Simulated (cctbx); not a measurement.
**Diagnosing a refinement**

Cell a = 12.1640 Å, b = 13.1480 Å, c = 3.2930 Å, α = 90.00°, β = 90.00°, γ = 90.00°; space group Pnnm (no. 58). The compound is Na2Mn5FeS4O6.

Simulated single-crystal data (cctbx): Mo Kα, λ = 0.71073 Å, to d = 0.8 Å, 70 % of the full sphere, strongest reflection 20000 counts, noise from counting, a 4 % proportional error and a noise floor of 2 counts (s.d.); no absorption.

An anisotropic refinement with weights 1/σ² prints:

```text
Rint 0.042, 632 unique reflections to 0.80 A
cycle     R1     wR2    GooF  max shift (A)
   1  0.0415  0.1095   2.540   0.00597
   2  0.0219  0.0616   1.429   0.00012
final R1 0.0219 wR2 0.0616 GooF 1.429  parameters 56  data/parameter 11.3
atom        x        y        z      Ueq    occ   su(xyz)  su(Uiso or U11)
Fe1    0.50000  0.50000  0.50000   0.0133  1.000  0.00000  0.0005
Mn1    0.00000  0.50000  0.50000   0.0151  1.000  0.00000  0.0005
Mn2    0.27949  0.88126  0.50000   0.0139  1.000  0.00006  0.0004
Mn3    0.28745  0.61935  0.00000   0.0133  1.000  0.00006  0.0004
S1     0.11821  0.95875  0.50000   0.0219  1.000  0.00009  0.0006
S2     0.18895  0.54295  0.50000   0.0218  1.000  0.00010  0.0006
Na1    0.54657  0.74810  0.00000   0.0200  1.000  0.00016  0.0009
O1     0.23775  0.78437  0.00000   0.0211  1.000  0.00028  0.0017
O2     0.46027  0.89335  0.50000   0.0195  1.000  0.00027  0.0016
O3     0.40953  0.64824  0.50000   0.0222  1.000  0.00027  0.0016
difference map: max 0.52 min -0.51 rms 0.13
Q1    0.1955  0.0348  0.0000    4    0.52  1.41 A from S2
Q2    0.0000  0.0000  0.0000    2    0.52  0.00 A from Fe1
Q3    0.1729  0.9147  0.0000    4    0.50  1.87 A from S1
Q4    0.1146  0.8605  0.5000    4    0.45  1.29 A from S1
Q5    0.1127  0.0349  0.5000    4    0.45  1.00 A from S1
Q6    0.2321  0.3795  0.0000    4    0.44  0.14 A from Mn2
```

**Question.** Can this result stand? If not, what is the likely fault?

Mend it. The fault: dispersion terms of the wrong wavelength (1.54184 Å). Against the right model at the same level, R1 goes from 0.0167 to 0.0219 and GooF from 0.90 to 1.43. f′ and f″ must be those of the data's wavelength; the error mimics a mistyped heavy atom. The signs are weak, and the output alone doesn't single this fault out.

The compound is Na2Mn5FeS4O6. The right model at the same level gives:

```text
Rint 0.042, 632 unique reflections to 0.80 A
cycle     R1     wR2    GooF  max shift (A)
   1  0.0236  0.0573   1.329   0.00392
   2  0.0167  0.0388   0.899   0.00000
final R1 0.0167 wR2 0.0388 GooF 0.899  parameters 56  data/parameter 11.3
atom        x        y        z      Ueq    occ   su(xyz)  su(Uiso or U11)
Fe1    0.50000  0.50000  0.50000   0.0169  1.000  0.00000  0.0003
Mn1    0.00000  0.50000  0.50000   0.0159  1.000  0.00000  0.0003
Mn2    0.27959  0.88126  0.50000   0.0150  1.000  0.00003  0.0002
Mn3    0.28744  0.61933  0.00000   0.0143  1.000  0.00003  0.0002
S1     0.11820  0.95875  0.50000   0.0192  1.000  0.00006  0.0003
S2     0.18889  0.54289  0.50000   0.0191  1.000  0.00006  0.0003
Na1    0.54648  0.74819  0.00000   0.0181  1.000  0.00010  0.0006
O1     0.23805  0.78451  0.00000   0.0191  1.000  0.00017  0.0010
O2     0.46022  0.89318  0.50000   0.0181  1.000  0.00017  0.0010
O3     0.40909  0.64835  0.50000   0.0208  1.000  0.00016  0.0010
difference map: max 0.41 min -0.46 rms 0.10
Q1    0.1966  0.0262  0.0000    4    0.43  1.41 A from S2
Q2    0.2292  0.5139  0.0000    4    0.34  1.56 A from Mn3
Q3    0.1156  0.6767  0.3035    8    0.33  1.45 A from Na1
Q4    0.1581  0.8985  0.0000    4    0.32  1.79 A from O1
Q5    0.2544  0.4543  0.0000    4    0.32  1.05 A from Mn2
Q6    0.1112  0.0248  0.5000    4    0.31  0.87 A from S1
```

Isotropic U is held between 0.0001 and 1 Å² by the program, and listed peak heights are interpolated, so they can pass the grid's maximum.

This is a model crystal, built by substitution and not relaxed, with assumed displacement parameters.

[Middle refinement cycles are left out of these outputs.]

[Logs are printed without paths, hosts, clocks, repeated set-up lines and the standing remarks that a program may print on its own settings, such as how far it seeks lower states.]
